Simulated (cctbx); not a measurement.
**Zr5Se6S2 across an absorption edge**

Space group R-3m (no. 166), a = 3.8310 Å, b = 3.8310 Å, c = 77.0520 Å, α = 90.00°, β = 90.00°, γ = 120.00°.

| atom | mult. | x | y | z | Ueq (Å²) |
| --- | --- | --- | --- | --- | --- |
| Zr1 | 3 | 0 | 0 | 0 | 0.0233 |
| Zr2 | 6 | 1/3 | 2/3 | 0.7923 | 0.0256 |
| Zr3 | 6 | 2/3 | 1/3 | 0.7092 | 0.0113 |
| Se1 | 6 | 0 | 0 | 0.8116 | 0.0152 |
| Se2 | 6 | 1/3 | 2/3 | 0.7294 | 0.0229 |
| Se3 | 6 | 1/3 | 2/3 | 0.9792 | 0.0163 |
| S1 | 6 | 2/3 | 1/3 | 0.8957 | 0.0294 |

The model was made for the exercise: a known structure type with other elements put in, its volume estimated, not relaxed; displacement parameters are assumed.

Calculated with cctbx: free-atom f′ and f″ from the Sasaki tables, no fine structure; amplitudes in electrons.

```
E (eV)  F 0 2 1  F 0 1 2  F 2 1 1  F 1 0 4
 17398    121.1     19.5     90.1    262.6
 17748    119.4     17.0     88.6    255.7
 17878    117.8     15.1     87.3    249.6
 17938    116.2     13.3     85.9    243.7
 17968    114.5     11.6     84.5    237.8
 17983    112.9     10.1     83.1    231.9
 17990    111.5      8.9     81.9    226.7
 17994    110.0      7.9     80.6    221.2
 18002    109.9      3.3     80.7    219.6
 18006    112.0      5.5     82.5    227.3
 18013    113.7      7.4     83.9    233.4
 18028    115.5      9.5     85.4    239.7
 18058    117.2     11.5     86.9    246.0
 18148    119.6     14.3     88.9    254.3
 18398    122.0     17.0     91.0    262.8
```

**Question.** Which edge is crossed, and why do the reflections move as they do?

The K edge of Zr. The edge is at 17998 eV. f′ of Zr falls from -4.5 e at 17878 eV to -7.8 e at 4 eV below it, and f″ steps from 0.53 to 3.73 e across it. Over that approach |F| changes by -7 % (0 2 1), -48 % (0 1 2), -8 % (2 1 1) and -11 % (1 0 4): a reflection falls where Zr scatters in phase with the total and rises where it scatters against it; it hardly moves where the Zr term is small or cancels by symmetry. Above the edge the larger f″ enters the imaginary part, where it can add to or cancel the other atoms' f″. The structure is centrosymmetric, so Friedel mates stay equal.

[Logs are printed without paths, hosts, clocks, repeated set-up lines and the standing remarks that a program may print on its own settings, such as how far it seeks lower states.]
